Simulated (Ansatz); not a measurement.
# (NaCl)2(CaS)2 [001] superlattice, started as rocksalt type: relaxing the cell for a phonon run

Aim: bring (NaCl)2(CaS)2 [001] superlattice, started as rocksalt type to small forces and stress, as phonons need.

Main program and level: Ansatz 0.2.0; DFT PBE, scalar-relativistic, plane waves, PAW.

This is a report of a sequence of runs, with most program output left out.

The structure was built from a prototype and need not be the compound's stable phase.

## (1) Set-up

It takes space group P4/nmm (No. 129, tetragonal). The conventional cell has a = 4.006 Å, b = 4.006 Å, c = 11.330 Å, α = 90.00°, β = 90.00°, γ = 90.00°. Nearest to Ca lie 5 S at 2.83 Å and 1 Cl at 2.83 Å. Nearest to Cl lie 1 Ca at 2.83 Å and 5 Na at 2.83 Å. Na has 1 S at 2.83 Å and 5 Cl at 2.83 Å nearest. Nearest to S lie 1 Na at 2.83 Å and 5 Ca at 2.83 Å. Farther neighbours and most contacts between anions are not listed.

## (2) A coarse first look

A quick single point on a coarse mesh tells whether the cell has a gap and how far it is from rest, which sets the k mesh and smearing that follow.

Input file input.yaml:

```yaml
crystal:
  lattice:
    - [2.8325, 2.8325, 0.0]
    - [-2.8325, 2.8325, 0.0]
    - [0.0, 0.0, 11.33]
  atoms:
    - { symbol: Ca, position: [0.0, 0.0, 0.5] }
    - { symbol: Ca, position: [0.5, 0.5, 0.75] }
    - { symbol: Cl, position: [0.5, 0.5, 0.0] }
    - { symbol: Cl, position: [1.0, 0.0, 0.25] }
    - { symbol: Na, position: [0.0, 0.0, 0.0] }
    - { symbol: Na, position: [0.5, 0.5, 0.25] }
    - { symbol: S, position: [0.5, 0.5, 0.5] }
    - { symbol: S, position: [1.0, 0.0, 0.75] }
kpoints:
  mp_grid: { grid: [4, 4, 2] }
hamiltonian:
  xc: pbe
scf:
  occupations: { method: gaussian, width: 0.1 }
output:
  forces: true
  stress: true
  eigenvalues: true
```

The run is started by

```sh
> ansatz run input.yaml --threads 8 --pin off --max-ram 14336MiB --backend cpu --events-out ev --progress --plain --runs-dir out
```

Wall time 0.94 s (8 threads of Arm Neoverse V2, shared host); peak memory 0.64 GiB; 6.1 s of CPU time.

A gap read on the k-mesh alone can miss the band edges.

Numbers from this step:

```yaml
pressure: 0.8504 GPa
gap_on_the_k_mesh: 2.772 eV
volume_per_atom: 22.73 Å³
direct_gap_on_mesh: 2.772 eV
```

The coarse mesh shows a gap of 2.77 eV and a pressure of 0.9 GPa.

## (3) Relaxation

The cell and atoms are relaxed, since residual forces and stress would shift the frequencies.

input.yaml, the sections that differ from step 2:

```yaml
kpoints:
  mp_grid: { grid: [6, 6, 2] }
scf:
  occupations: { method: gaussian, width: 0.02 }
output:
  forces: true
  stress: true
  eigenvalues: true
  write_density: true
  write_potential: true
  elf: true
  volumetric_format: npy
relax:
  adjacent_minimum: "off"
  f_tol: 0.005
  max_steps: 80
  cell: { stress_tol: 0.05 }
# crystal, hamiltonian: as in step 2
```

The job ended after 9.3 s (8 threads; peak memory 0.71 GiB).

Relaxation path:

| step | energy less that of the first step (eV) | largest force component (eV/Å) | pressure (GPa) | volume (Å³) |
| --- | --- | --- | --- | --- |
| 1 | 0.0000 | 0.2265 | 0.83 | 181.80 |
| 2 | -0.0055 | 0.2433 | -0.23 | 186.46 |
| 3 | -0.0244 | 0.0502 | -0.01 | 185.51 |
| 4 | -0.0253 | 0.0075 | 0.02 | 185.51 |
| 5 | -0.0254 | 0.0015 | 0.01 | 185.61 |
| 6* | -0.0255 | 0.0015 | 0.01 | 185.61 |

Relaxation steps marked * repeat the geometry before them on a plane-wave basis chosen anew for their cell, so energy and pressure can jump there.

Forces are held to the 16 operations that the run works with; a distortion that breaks them can't arise in this run.

| conventional cell, symmetrised | before | after | change |
| --- | --- | --- | --- |
| a (Å) | 4.006 | 4.026 | +0.5 % |
| b (Å) | 4.006 | 4.026 | +0.5 % |
| c (Å) | 11.330 | 11.449 | +1.0 % |
| volume (Å³/atom) | 22.73 | 23.20 | +2.1 % |

The atoms that moved most (Å, as changes of fractional coordinates times the final cell):

| atom | dx | dy | dz | length |
| --- | --- | --- | --- | --- |
| Ca1 | 0.000 | 0.000 | 0.035 | 0.035 |
| Ca2 | 0.000 | 0.000 | -0.035 | 0.035 |
| Na6 | 0.000 | 0.000 | 0.034 | 0.034 |
| Na5 | 0.000 | 0.000 | -0.034 | 0.034 |
| Cl4 | 0.000 | 0.000 | -0.020 | 0.020 |
| Cl3 | 0.000 | 0.000 | 0.020 | 0.020 |

The relaxed structure:

```cif
data_structure
_symmetry_space_group_name_H-M 'P 1'
_symmetry_Int_Tables_number 1
_cell_length_a 4.0264
_cell_length_b 4.0264
_cell_length_c 11.4486
_cell_angle_alpha 90.000
_cell_angle_beta 90.000
_cell_angle_gamma 90.000
_cell_volume 185.61
loop_
_atom_site_label
_atom_site_type_symbol
_atom_site_fract_x
_atom_site_fract_y
_atom_site_fract_z
_atom_site_occupancy
Ca1 Ca 0.00000 0.00000 0.50304 1
Ca2 Ca 0.50000 0.50000 0.74696 1
Cl3 Cl 0.50000 0.50000 0.00178 1
Cl4 Cl 0.00000 0.00000 0.24822 1
Na5 Na 0.00000 0.00000 0.99707 1
Na6 Na 0.50000 0.50000 0.25293 1
S7 S 0.50000 0.50000 0.49973 1
S8 S 0.00000 0.00000 0.75027 1
```

This step gave:

| Item | Value |
| --- | --- |
| pressure | 0.005087 GPa |
| gap on the k-mesh | 2.806 eV |
| volume per atom | 23.20 Å³ |
| direct gap on mesh | 2.806 eV |

ELF in the ac plane at fractional y = 0.000, with atoms of Ca and Cl and Na and S within 0.2 Å of it. It is the smooth field of the valence electrons, not physical close to the nuclei.

Values, 24 rows by 14 columns, each cell a mean:
```
0.44 0.55 0.48 0.14 0.01 0.01 0.02 0.02 0.02 0.01 0.02 0.23 0.57 0.52
0.32 0.26 0.10 0.02 0.01 0.01 0.02 0.02 0.02 0.01 0.01 0.03 0.16 0.28
0.24 0.25 0.25 0.21 0.12 0.05 0.02 0.02 0.03 0.06 0.16 0.23 0.25 0.25
0.82 0.81 0.77 0.69 0.48 0.24 0.06 0.04 0.11 0.30 0.58 0.71 0.79 0.82
0.74 0.81 0.86 0.83 0.71 0.46 0.13 0.07 0.23 0.54 0.78 0.84 0.85 0.79
0.08 0.36 0.81 0.86 0.78 0.55 0.16 0.09 0.29 0.63 0.83 0.86 0.68 0.24
0.33 0.55 0.83 0.85 0.75 0.52 0.15 0.08 0.27 0.60 0.81 0.85 0.75 0.47
0.84 0.85 0.83 0.77 0.60 0.34 0.09 0.06 0.16 0.41 0.69 0.79 0.84 0.85
0.54 0.53 0.49 0.41 0.24 0.11 0.05 0.04 0.06 0.14 0.31 0.43 0.51 0.54
0.28 0.22 0.11 0.05 0.03 0.03 0.04 0.04 0.04 0.03 0.04 0.06 0.15 0.24
0.83 0.81 0.61 0.26 0.03 0.03 0.05 0.06 0.04 0.03 0.08 0.36 0.73 0.82
0.78 0.84 0.83 0.55 0.07 0.03 0.07 0.08 0.05 0.03 0.20 0.67 0.85 0.82
0.84 0.85 0.77 0.43 0.05 0.03 0.06 0.07 0.05 0.03 0.14 0.55 0.83 0.84
0.64 0.56 0.32 0.10 0.02 0.03 0.05 0.05 0.04 0.02 0.03 0.15 0.44 0.59
0.15 0.13 0.10 0.06 0.03 0.02 0.03 0.03 0.02 0.02 0.04 0.07 0.11 0.14
0.74 0.72 0.63 0.49 0.24 0.09 0.02 0.02 0.04 0.11 0.34 0.53 0.67 0.72
0.83 0.85 0.85 0.79 0.59 0.30 0.05 0.02 0.11 0.38 0.70 0.81 0.86 0.84
0.39 0.64 0.86 0.86 0.74 0.46 0.08 0.03 0.19 0.55 0.81 0.86 0.81 0.56
0.57 0.73 0.86 0.85 0.72 0.44 0.07 0.03 0.18 0.54 0.80 0.86 0.83 0.68
0.86 0.86 0.83 0.76 0.54 0.26 0.04 0.02 0.09 0.33 0.65 0.78 0.85 0.86
0.62 0.60 0.53 0.39 0.18 0.06 0.01 0.01 0.02 0.08 0.26 0.43 0.57 0.61
0.07 0.06 0.05 0.03 0.02 0.01 0.01 0.01 0.01 0.01 0.02 0.04 0.05 0.07
0.49 0.44 0.21 0.04 0.01 0.01 0.02 0.02 0.02 0.01 0.01 0.07 0.32 0.46
0.33 0.51 0.54 0.18 0.01 0.01 0.02 0.03 0.02 0.01 0.03 0.29 0.60 0.45
```
Columns run along a (4.0 Å), rows up along c (11.4 Å). Atoms in or near the plane, at fractional coordinates: Ca at (0.00, 0.50), Cl at (0.00, 0.25), Na at (0.00, 0.00), S at (0.00, 0.75).

Valence density in the ac plane at fractional y = 0.000, with atoms of Ca and Cl and Na and S within 0.2 Å of it. It is the smooth field of the valence electrons, not physical close to the nuclei.

Ten steps, logarithmic in the rise over the least value, from '_' (0 e/Å³) to '@' (16 e/Å³), each cell a mean:
```
@@%%==..______________..**%%
==--..__________________..--
....______________________..
::::::..____________....::::
====--::..________..::----==
::--==--::..______..::--==--
--====--::..______..::--====
------::..__________..::----
::::....______________....::
::::..__________________..::
**++==::____________..::==**
%%##++--..__________..==**##
##**++::____________..--**##
==--::..______________..--==
....______________________..
::::....______________..::::
++==--::..__________..--====
--==++--..________..::==++==
==++==--..________..::--++++
====--::..__________..::--==
......__________________....
____________________________
**==..__________________--++
@@%%==..______________::**@@
```
Columns run along a (4.0 Å), rows up along c (11.4 Å). Atoms in or near the plane, at fractional coordinates: Ca at (0.00, 0.50), Cl at (0.00, 0.25), Na at (0.00, 0.00), S at (0.00, 0.75).

Electrostatic potential energy in the ac plane at fractional y = 0.000, with atoms of Ca and Cl and Na and S within 0.2 Å of it. With pseudopotentials it is smooth inside the atoms' cores, unlike the true potential.

Values in eV, 24 rows by 14 columns, each cell a mean:
```
-45 -37  -9   2   6   7   8   9   8   7   5   0 -19 -41
 -6  -2   3   5   7   8   9   9   8   8   7   5   1  -4
  6   6   7   8   8   9   9   9   9   9   8   8   7   6
  3   4   7   8   9   9   9   9   9   9   9   8   6   4
-25 -20  -5   4   8   9   9   9   9   9   7   2 -12 -22
-22 -29 -24  -4   7   8   8   8   8   8   4  -8 -30 -27
-28 -30 -18  -1   7   8   8   8   8   8   5  -4 -26 -30
-11  -7   2   6   9   9   9   9   9   9   8   6  -1  -8
  5   5   7   8   8   9   9   9   9   9   8   8   6   5
 -3  -1   2   5   7   8   9   9   8   8   6   4   1  -2
-35 -29 -13  -2   4   7   8   8   8   6   2  -4 -20 -31
-50 -49 -30 -10   2   6   8   8   7   5  -1 -14 -40 -50
-47 -42 -22  -6   3   6   8   8   7   6   1  -9 -31 -44
-15 -11  -3   2   5   7   8   9   8   7   4   1  -6 -12
  3   4   5   6   8   8   9   9   9   8   7   6   4   4
  3   4   6   8   8   9   9   9   9   9   8   7   6   4
-26 -20  -4   5   8   9   9   9   9   9   7   3 -11 -22
-49 -45 -25  -3   7   8   9   8   8   8   5  -7 -35 -47
-46 -41 -20  -1   7   8   9   9   9   8   5  -4 -30 -43
-13  -8   2   6   8   9   9   9   9   9   8   6  -2 -10
  6   6   7   8   9   9   9   9   9   9   8   8   7   6
  4   5   6   7   8   8   9   9   9   8   8   7   6   5
-17 -10   0   4   7   8   8   9   8   8   6   3  -3 -12
-49 -44 -12   1   6   7   8   8   8   7   4  -1 -26 -46
```
Columns run along a (4.0 Å; values clipped at the 3rd and 97th percentile), rows up along c (11.4 Å). Atoms in or near the plane, at fractional coordinates: Ca at (0.00, 0.50), Cl at (0.00, 0.25), Na at (0.00, 0.00), S at (0.00, 0.75).

In this step the volume went from 22.73 to 23.20 Å³/atom.

## (4) Tight relaxation

Phonons need a cell at rest on their own settings, so the relaxation is repeated with tight tolerances on forces and stress, using the mesh and the filling of the phonon run that follows.

Input file input.yaml:

```yaml
crystal:
  lattice:
    - [2.8471199777, 2.8471199777, 0.0]
    - [-2.8471199777, 2.8471199777, 0.0]
    - [0.0, 0.0, 11.4486286866]
  atoms:
    - { symbol: Ca, position: [0.0, 0.0, 0.5030410096] }
    - { symbol: Ca, position: [0.5, 0.5, 0.7469589904] }
    - { symbol: Cl, position: [0.5, 0.5, 0.001780471] }
    - { symbol: Cl, position: [1.0, 0.0, 0.248219529] }
    - { symbol: Na, position: [0.0, 0.0, -0.0029326886] }
    - { symbol: Na, position: [0.5, 0.5, 0.2529326886] }
    - { symbol: S, position: [0.5, 0.5, 0.4997280064] }
    - { symbol: S, position: [1.0, 0.0, 0.7502719936] }
kpoints:
  mp_grid: { grid: [8, 8, 2] }
hamiltonian:
  xc: pbe
scf:
  occupations: { method: fixed }
output:
  forces: true
  stress: true
  eigenvalues: true
relax:
  adjacent_minimum: "off"
  f_tol: 0.001
  max_steps: 60
  cell: { stress_tol: 0.01 }
```

The job ended after 10 s (8 threads; peak memory 0.75 GiB; 77 s of CPU time).

Little changed from the start: no atom moved by 0.005 Å and no cell edge by 0.1 %.

This step gave:

```
pressure           : -2.11e-4 GPa
gap on the k-mesh  : 2.805 eV
volume per atom    : 23.21 Å³
direct gap on mesh : 2.805 eV
```

The largest force component left is 0.29 meV/Å and the pressure is 0.000 GPa, within the tolerances set. The cell now holds 23.21 Å³/atom.

## (5) Results

```yaml
space_group_after_relaxation_within_0p01_a: P4/nmm
lattice_constant_a: 4.025 Å
lattice_constant_b: 4.025 Å
lattice_constant_c: 11.457 Å
volume_per_atom: 23.2 Å³
gap_on_the_k_mesh: 2.81 eV
```

In words: The largest force component left is 0.29 meV/Å and the pressure is 0.000 GPa, within the tolerances set. The cell now holds 23.21 Å³/atom. The relaxation keeps the symmetry of its start, so it says nothing on stability against lower symmetry. The starting cell was built on a prototype and not taken from a measurement, so the phase need not exist.

[Logs are printed without paths, hosts, clocks, repeated set-up lines and the standing remarks that a program may print on its own settings, such as how far it seeks lower states.]

[Hosts, paths, dates, database ids (printed as entryN), source tags and the programs' standing remarks are cut or masked in the printed files.]
